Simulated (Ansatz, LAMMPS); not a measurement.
# Molecular dynamics of Ga2O3 with crystalline order left by the classical run (95 atoms)

Wanted: a short trajectory of Ga2O3 with crystalline order left by the classical run (95 atoms) with its pair distributions.

Main program and level: Ansatz 0.2.0; Kohn-Sham DFT, RPBE, PAW (set soft_2), plane waves.

Measured values to set the calculation against. The optical band gap of a magnetron-sputtered, nitrogen-annealed Ga2O3 film, amorphous by X-ray diffraction but with some nanocrystallites and oxygen deficiency, was obtained from its UV-visible transmittance (“Ultra‐High Performance Amorphous Ga2O3 Photodetector Arrays for Solar‐Blind Imaging”, 2021, PMC8529488): optical gap 4.98 eV.

### Step 1. The structure

The cell holds 95 atoms: 38 Ga and 57 O. Its edges and angles: a = 10.264 Å, b = 10.264 Å, c = 10.264 Å, α = 90.0°, β = 90.0°, γ = 90.0°. 95 atoms (38 Fe, 57 O) placed at random at 4.7 g/cm³, melted at 5000 K for 10 ps at fixed volume with the Morse and Coulomb pair potential with partial charges (Pedone, Malavasi, Menziani, Cormack and Segre, J. Phys. Chem. B 110, 11780 (2006)). Quenched from 5000 K to 300 K at 50 K/ps and fixed volume, held 5 ps, then minimised at fixed cell. Then Fe was replaced by Ga and the cell scaled by 1.003 (the potential has no terms for the new elements, so the cell is a start for a DFT relaxation).

What the set-up can't give: The quench rate of 50 K/ps is many orders above laboratory rates, so the cell is likely richer in defects and strain than a real sample. The starting topology of bonds comes from the classical model. Only the Γ point is sampled, in a cell whose shortest periodic width is 10 Å.

### Step 2. Single point at the start

A single point comes first, to see the forces before anything moves.

input.yaml

```yaml
crystal:
  lattice:
    - [10.2635, 0.0, 0.0]
    - [0.0, 10.2635, 0.0]
    - [0.0, 0.0, 10.2635]
  atoms:
    - { symbol: Ga, position: [0.28034, 0.39565, 0.84853] }
    - { symbol: Ga, position: [0.53768, 0.79851, 0.14318] }
    - { symbol: Ga, position: [0.91777, 0.98331, 0.80888] }
    - { symbol: Ga, position: [0.96598, 0.26929, 0.76343] }
    [... 85 atom lines left out ...]
    - { symbol: O, position: [0.93144, 0.79665, 0.22875] }
    - { symbol: O, position: [0.59325, 0.07798, 0.52321] }
    - { symbol: O, position: [0.68738, 0.60351, 0.75465] }
    - { symbol: O, position: [0.28479, 0.41891, 0.04142] }
    - { symbol: O, position: [0.69393, 0.3306, 0.45876] }
    - { symbol: O, position: [0.26573, 0.13863, 0.07912] }
kpoints:
  mp_grid: { grid: [1, 1, 1] }
hamiltonian:
  xc: rpbe
scf:
  occupations: { method: fixed }
output:
  forces: true
```

Run with:

```sh
$ ansatz run input.yaml --threads 4 --pin off --max-ram 8192MiB --backend cpu --events-out ev --progress --plain --runs-dir out
```

Wall time 15 s (4 threads of Arm Neoverse V2, shared host); peak memory 1.7 GiB; 59 s of CPU time.

Numbers from this run:

- free energy: -176425.9885 eV
- free energy per atom: -1857.1157 eV/atom
- SCF cycles: 10
- r.m.s. force component: 0.3006 eV/Å
- longest force: 0.9943 eV/Å
- Fermi energy: 7.648 eV

The r.m.s. force component of 0.30 eV/Å sets the starting point.

Neighbours are counted within 2.50 Å (O-Ga).

Length of the force by element and coordination:

| element | coordination | atoms | mean length of the force (eV/Å) | spread | least | most |
| --- | --- | --- | --- | --- | --- | --- |
| Ga | all | 38 | 0.565 | 0.223 | 0.125 | 0.994 |
| Ga | 4 | 5 | 0.351 | 0.134 | 0.138 | 0.561 |
| Ga | 5 | 12 | 0.615 | 0.228 | 0.218 | 0.935 |
| Ga | 6 | 21 | 0.586 | 0.208 | 0.125 | 0.994 |
| O | all | 57 | 0.414 | 0.187 | 0.118 | 0.937 |
| O | 3 | 24 | 0.386 | 0.162 | 0.118 | 0.728 |
| O | 4 | 31 | 0.434 | 0.203 | 0.165 | 0.937 |
| O | 5 | 2 | 0.439 | 0.161 | 0.277 | 0.6 |

### Step 3. Dynamics at 600 K

A Langevin thermostat couples each atom to a heat bath, at the price of damped dynamics. The time step is 1.0 fs.

Changes to input.yaml since step 2:

```diff
@@ -15 +15,8 @@
   forces: true
+md:
+  timestep: 1.0
+  n_steps: 222
+  ensemble: nvt_langevin
+  temperature: 600
+  initial_velocities: maxwell_boltzmann
+  seed: 1443
```

Elapsed: 43 min, on 4 threads; peak memory 1.8 GiB.

The program notes that it switched symmetry off.

Rows from the run:

| time (fs) | T (K) | potential (meV/atom) |
| --- | --- | --- |
| 0.0 | 594 | 0.0 |
| 15.0 | 365 | 32.1 |
| 30.0 | 435 | 29.5 |
| 44.0 | 450 | 36.1 |
| 59.0 | 528 | 35.7 |
| 74.0 | 536 | 28.3 |
| 89.0 | 443 | 36.1 |
| 104.0 | 525 | 31.1 |
| 118.0 | 476 | 35.8 |
| 133.0 | 507 | 34.3 |
| 148.0 | 580 | 32.1 |
| 163.0 | 456 | 52.6 |
| 178.0 | 521 | 38.9 |
| 192.0 | 610 | 31.1 |
| 207.0 | 551 | 39.7 |
| 222.0 | 502 | 44.9 |

Mean square displacement from the first frame to the last: Ga 0.070 Å², O 0.069 Å².

The mean square displacement by time lag:

| time lag (fs) | Ga (Å²) | O (Å²) |
| --- | --- | --- |
| 1.0 | 1.9e-5 | 7.7e-5 |
| 5.0 | 4.6e-4 | 0.00186 |
| 10.0 | 0.00177 | 0.00692 |
| 14.0 | 0.00336 | 0.0126 |
| 23.0 | 0.00830 | 0.0269 |
| 28.0 | 0.0116 | 0.0341 |
| 33.0 | 0.0152 | 0.0398 |
| 37.0 | 0.0181 | 0.0434 |
| 42.0 | 0.0219 | 0.0466 |
| 46.0 | 0.0249 | 0.0484 |
| 51.0 | 0.0286 | 0.0503 |
| 60.0 | 0.0350 | 0.0533 |
| 65.0 | 0.0384 | 0.0548 |
| 69.0 | 0.0410 | 0.0559 |
| 74.0 | 0.0441 | 0.0572 |
| 78.0 | 0.0464 | 0.0579 |
| 83.0 | 0.0491 | 0.0585 |
| 88.0 | 0.0517 | 0.0588 |
| 97.0 | 0.0558 | 0.0591 |
| 101.0 | 0.0575 | 0.0593 |
| 106.0 | 0.0595 | 0.0596 |
| 111.0 | 0.0614 | 0.0598 |

Over the second half of 222 fs the temperature averages 533 K with swings of 41 K r.m.s. From first frame to last Ga has the largest mean square displacement, 0.070 Å² at the end; the farthest move is 0.65 Å. The count of bonds goes from 206 in the first frame to 193 in the last, by one set of cutoffs: 14 pairs passed out of them and 1 came within. The run spans 0.22 ps, too short for its means to be equilibrium values.

### Step 4. Structure statistics late in the run

The g(r) is a mean over the second half; what follows it is taken at the last frame.

Bonds before and after, by the cutoffs listed below:

| pair | bonds before | bonds after | mean before (Å) | mean after (Å) | spread before (Å) | spread after (Å) |
| --- | --- | --- | --- | --- | --- | --- |
| O-Ga | 206 | 193 | 2.057 | 2.016 | 0.130 | 0.151 |

Density 5.47 g/cm³, 11.38 Å³ an atom.

Mean of 14 frames. g(r), total and by pair (bins of 0.2 Å):

| r (Å) | total | O-O | O-Ga | Ga-Ga |
| --- | --- | --- | --- | --- |
| 1.70 | 0.12 | 0.00 | 0.25 | 0.00 |
| 1.90 | 2.63 | 0.00 | 5.49 | 0.00 |
| 2.10 | 1.44 | 0.00 | 2.99 | 0.00 |
| 2.30 | 0.36 | 0.05 | 0.72 | 0.00 |
| 2.50 | 0.32 | 0.51 | 0.28 | 0.00 |
| 2.70 | 0.90 | 2.19 | 0.16 | 0.18 |
| 2.90 | 1.34 | 2.85 | 0.25 | 1.24 |
| 3.10 | 1.50 | 2.38 | 0.49 | 2.50 |
| 3.30 | 1.15 | 1.27 | 0.60 | 2.48 |
| 3.50 | 1.02 | 0.67 | 0.83 | 2.42 |
| 3.70 | 1.00 | 0.50 | 1.32 | 1.21 |
| 3.90 | 0.91 | 0.62 | 1.22 | 0.59 |
| 4.10 | 0.79 | 0.51 | 1.05 | 0.60 |
| 4.30 | 0.81 | 0.49 | 1.17 | 0.44 |
| 4.50 | 0.99 | 0.61 | 1.40 | 0.61 |
| 4.70 | 1.06 | 0.79 | 1.44 | 0.54 |
| 4.90 | 1.08 | 1.14 | 1.18 | 0.65 |

Bonds by pair of elements; cutoffs follow the first minimum of g(r), held within bounds set by covalent radii, and pairs that aren't listed don't count as bonded:

| pair A-B | cutoff (Å) | bonds | mean length (Å) | spread (Å) | shortest (Å) | B about A | A about B |
| --- | --- | --- | --- | --- | --- | --- | --- |
| O-Ga | 2.5 | 193 | 2.02 | 0.151 | 1.73 | 3.39 | 5.08 |

How many atoms have how many bonded neighbours:

| element | mean | 3 | 4 | 5 | 6 |
| --- | --- | --- | --- | --- | --- |
| Ga | 5.08 | 0 | 8 | 19 | 11 |
| O | 3.39 | 37 | 18 | 2 | 0 |

Bond angles, per cent of each kind in bins of 5°:

| angle (°) | O-Ga-O | Ga-O-Ga |
| --- | --- | --- |
| 65–70 | 0.2 | 0.0 |
| 70–75 | 2.5 | 0.0 |
| 75–80 | 7.4 | 0.4 |
| 80–85 | 11.9 | 3.4 |
| 85–90 | 11.4 | 7.5 |
| 90–95 | 12.9 | 8.8 |
| 95–100 | 11.9 | 10.9 |
| 100–105 | 8.2 | 11.7 |
| 105–110 | 4.7 | 7.1 |
| 110–115 | 4.5 | 10.5 |
| 115–120 | 2.7 | 10.0 |
| 120–125 | 2.5 | 8.0 |
| 125–130 | 1.2 | 6.7 |
| 130–135 | 0.2 | 5.0 |
| 135–140 | 1.2 | 3.8 |
| 140–145 | 1.0 | 2.1 |
| 145–150 | 1.2 | 0.4 |
| 150–155 | 2.0 | 1.3 |
| 155–160 | 2.0 | 1.3 |
| 160–165 | 3.2 | 0.8 |
| 165–170 | 2.7 | 0.4 |
| 170–175 | 2.0 | 0.0 |
| 175–180 | 2.2 | 0.0 |

Bond angles (no mean is given where the spread exceeds 20°):

| angle | count | mean (°) | spread (°) |
| --- | --- | --- | --- |
| O-Ga-O | 403 | - | - |
| Ga-O-Ga | 239 | 111 | 17.9 |

Oxygen atoms by the number of network formers (Si, P, Ge, B, Al, As, Ga) bound to them:

| network formers bound to O | O atoms | per cent |
| --- | --- | --- |
| 0 | 0 | 0 |
| 1 | 0 | 0 |
| 2 | 0 | 0 |
| 3 | 37 | 64.9 |
| 4 | 18 | 31.6 |
| 5 | 2 | 3.5 |

Network units: each former by its oxygen neighbours and how many of them bridge to another former:

| former | O neighbours | bridging O | atoms |
| --- | --- | --- | --- |
| Ga | 4 | 4 | 8 |
| Ga | 5 | 5 | 19 |
| Ga | 6 | 6 | 11 |

Bond length by coordination (bonds to H left out):

| element | coordination | atoms | mean bond length (Å) |
| --- | --- | --- | --- |
| Ga | 4 | 8 | 1.92 |
| Ga | 5 | 19 | 2.01 |
| Ga | 6 | 11 | 2.08 |
| O | 3 | 37 | 1.96 |
| O | 4 | 18 | 2.08 |
| O | 5 | 2 | 2.20 |

Rings of the network by King's shortest-path rule, up to 12 atoms, one path for each pair of neighbours; H, halogens, alkali and alkaline-earth atoms are left out, and the last column divides by all other atoms, bonded or not:

| ring size (atoms) | rings | per network atom |
| --- | --- | --- |
| 4 | 49 | 0.516 |
| 6 | 129 | 1.36 |
| 8 | 89 | 0.937 |
| 10 | 2 | 0.021 |

First main peaks of g(r), for some of the pairs, lie near 2.9 Å (O-O) and 2.0 Å (O-Ga). With the cutoffs above, 50 % of Ga atoms have 5 and 65 % of O atoms have 3 bonded neighbours. 0 % of the oxygens bridge two formers (Ga) and 0 % are non-bridging; 65 % join three; 32 % join four; 4 % join five. The commonest Ga unit has 5 oxygens, 5 of them shared with other formers (19 of 38 atoms). Bonds at O atoms with 3 neighbours average 1.96 Å, against 2.08 Å at those with 4. Rings of 6 atoms are the most common (48 % of those counted); sizes run from 4 to 10.

### Step 5. Single point at the last frame

The last frame is solved again with fuller output, to read the electronic structure of a thermally displaced geometry.

input.yaml

```yaml
crystal:
  lattice:
    - [10.2635, 0.0, 0.0]
    - [0.0, 10.2635, 0.0]
    - [0.0, 0.0, 10.2635]
  atoms:
    - { symbol: Ga, position: [0.29726, 0.38799, 0.85125] }
    - { symbol: Ga, position: [0.54299, 0.79318, 0.12715] }
    - { symbol: Ga, position: [0.92547, 0.98541, 0.78669] }
    - { symbol: Ga, position: [0.97448, 0.27491, 0.77084] }
    [... 85 atom lines left out ...]
    - { symbol: O, position: [0.93594, 0.81455, 0.24859] }
    - { symbol: O, position: [0.61335, 0.08065, 0.54989] }
    - { symbol: O, position: [0.67844, 0.59018, 0.75202] }
    - { symbol: O, position: [0.30163, 0.42362, 0.02335] }
    - { symbol: O, position: [0.73207, 0.33439, 0.4901] }
    - { symbol: O, position: [0.28902, 0.13072, 0.069] }
kpoints:
  mp_grid: { grid: [1, 1, 1] }
hamiltonian:
  xc: rpbe
scf:
  occupations: { method: fixed }
output:
  forces: true
  stress: true
  populations: true
  dos:
    method: { smearing: { sigma: 0.15 } }
    de: 0.1
    projected: { site_lists: { Ga: [Ga], O: [O] } }
  eigenvalues: true
  write_density: true
  write_potential: true
  volumetric_format: npy
```

Wall time 24 s (4 threads); peak memory 1.7 GiB.

Numbers from this run:

```yaml
free_energy: -176421.7219 eV
free_energy_per_atom: -1857.0708 eV/atom
scf_cycles: 10
pressure: 1.127 GPa
r_m_s_force_component: 0.8483 eV/Å
longest_force: 3.404 eV/Å
fermi_energy: 7.731 eV
spacing_of_highest_filled_and_lowest_empty_level: 1.115 eV
spilling_of_the_projection: 0.00317
```

Neighbours are counted within 2.50 Å (O-Ga), the cutoffs taken from the dynamics.

Length of the force by element and coordination:

| element | coordination | atoms | mean length of the force (eV/Å) | spread | least | most |
| --- | --- | --- | --- | --- | --- | --- |
| Ga | all | 38 | 1.26 | 0.641 | 0.217 | 3.40 |
| Ga | 4 | 8 | 1.66 | 0.958 | 0.540 | 3.40 |
| Ga | 5 | 19 | 1.16 | 0.377 | 0.217 | 1.77 |
| Ga | 6 | 11 | 1.12 | 0.597 | 0.395 | 2.11 |
| O | all | 57 | 1.38 | 0.593 | 0.296 | 3.10 |
| O | 3 | 37 | 1.36 | 0.580 | 0.296 | 2.39 |
| O | 4 | 18 | 1.49 | 0.597 | 0.585 | 3.10 |
| O | 5 | 2 | 0.820 | 0.406 | 0.414 | 1.23 |

Löwdin charges by element and coordination (they lack the spilled electrons, 0.028 e an atom on average):

| element | coordination | atoms | mean charge (e) | spread | least | most |
| --- | --- | --- | --- | --- | --- | --- |
| Ga | all | 38 | 1.04 | 0.0202 | 1.00 | 1.09 |
| Ga | 4 | 8 | 1.06 | 0.0181 | 1.03 | 1.09 |
| Ga | 5 | 19 | 1.04 | 0.0156 | 1.02 | 1.08 |
| Ga | 6 | 11 | 1.03 | 0.015 | 1.00 | 1.05 |
| O | all | 57 | -0.648 | 0.0127 | -0.675 | -0.620 |
| O | 3 | 37 | -0.651 | 0.0108 | -0.675 | -0.626 |
| O | 4 | 18 | -0.642 | 0.0137 | -0.673 | -0.620 |
| O | 5 | 2 | -0.658 | 0.0075 | -0.665 | -0.650 |

States in the cell by windows of 1 eV, zero at the Fermi level; the larger projections on atomic orbitals stand beside the total:

| from (eV) | to (eV) | total | O p | Ga p | Ga s | Ga d |
| --- | --- | --- | --- | --- | --- | --- |
| -14 | -13 | 296.0 | 4.1 | 1.0 | 0.4 | 288.3 |
| -13 | -12 | 81.5 | 0.9 | 0.9 | 0.3 | 74.2 |
| -12 | -11 | 0.1 | 0.0 | 0.0 | 0.0 | 0.1 |
| -11 | -8 | 0.0 | 0.0 | 0.0 | 0.0 | 0.0 |
| -8 | -7 | 6.0 | 3.6 | 0.3 | 1.9 | 0.1 |
| -7 | -6 | 28.1 | 17.0 | 1.6 | 8.3 | 0.5 |
| -6 | -5 | 31.1 | 19.6 | 2.5 | 6.8 | 0.5 |
| -5 | -4 | 41.1 | 29.3 | 6.9 | 2.8 | 0.6 |
| -4 | -3 | 49.3 | 38.6 | 7.3 | 1.2 | 0.8 |
| -3 | -2 | 60.7 | 51.7 | 6.1 | 0.8 | 0.9 |
| -2 | -1 | 78.3 | 72.3 | 3.0 | 0.4 | 1.2 |
| -1 | 0 | 46.1 | 44.1 | 0.7 | 0.2 | 0.5 |
| 0 | 1 | 1.4 | 1.2 | 0.0 | 0.1 | 0.0 |
| 1 | 2 | 1.8 | 0.1 | 0.0 | 1.1 | 0.0 |
| 2 | 3 | 0.0 | 0.0 | 0.0 | 0.0 | 0.0 |
| 3 | 4 | 9.7 | 3.0 | 1.5 | 3.5 | 0.0 |
| 4 | 5 | 21.7 | 6.2 | 3.4 | 9.3 | 0.0 |

With fixed occupations the program's Fermi level is the highest filled level; weight inside the gap is the broadening of levels at its edges.

Between -20 and -14 eV lie 116 more states.

The levels nearest the highest filled one (over half full), pooled over k-points and spins:

| level less the highest filled one (eV) | occupation |
| --- | --- |
| -0.475 | 2 |
| -0.430 | 2 |
| -0.395 | 2 |
| -0.359 | 2 |
| -0.269 | 2 |
| 0 | 2 |
| 1.12 | 0 |
| 3.44 | 0 |
| 3.51 | 0 |
| 3.67 | 0 |
| 3.77 | 0 |
| 3.95 | 0 |

Mean Löwdin charges: Ga +1.04, O -0.65 e (they miss 0.32 % of the electrons, so they add up to more than the cell's charge). The largest share in the top eV of filled states is O p (97 % of the projected weight), and in the lowest eV of empty states Ga s (62 % of the projected weight).

### Step 6. Results

* mean temperature, second half: 532.6 K
* temperature swing, second half: 41.36 K
* free energy per atom: -1857.0708 eV/atom
* pressure: 1.127 GPa
* r.m.s. force component: 0.8483 eV/Å
* gap (highest filled to lowest empty level): 1.115 eV
* wall time of the 3 DFT runs: 43 min

What this shows: Over the second half of 222 fs the temperature averages 533 K with swings of 41 K r.m.s. The count of bonds goes from 206 in the first frame to 193 in the last, by one set of cutoffs: 14 pairs passed out of them and 1 came within. The run spans 0.22 ps, too short for its means to be equilibrium values. With the cutoffs above, 50 % of Ga atoms have 5 and 65 % of O atoms have 3 bonded neighbours. 0 % of the oxygens bridge two formers (Ga) and 0 % are non-bridging; 65 % join three; 32 % join four; 4 % join five. Filled and empty levels are parted by 1.12 eV (at Γ alone); a semilocal functional tends to put such gaps too low. In a disordered cell it changes from sample to sample, and tail or defect levels can set it.

What to keep in mind: The starting topology of bonds comes from the classical model; in DFT 14 of its 206 bonded pairs passed out of the cutoffs and 1 came within them. The pressure of a single frame lacks the kinetic term, about 0.65 GPa here.

Against the measurements quoted at the start:

| quantity | measured | this cell | difference | method of the measurement |
| --- | --- | --- | --- | --- |
| optical gap | 4.98 eV | 1.12 eV | -3.86 eV | UV-vis transmittance, Tauc plot |

The network comes from the model that made the cell; in DFT 14 of its 206 bonded pairs passed out of the cutoffs and 1 came within them. An optical gap and a spacing of Kohn–Sham levels are different quantities.

[Logs are printed without paths, hosts, clocks, repeated set-up lines and the standing remarks that a program may print on its own settings, such as how far it seeks lower states.]

[Hosts, paths, dates, database ids (printed as entryN), source tags and the programs' standing remarks are cut or masked in the printed files.]
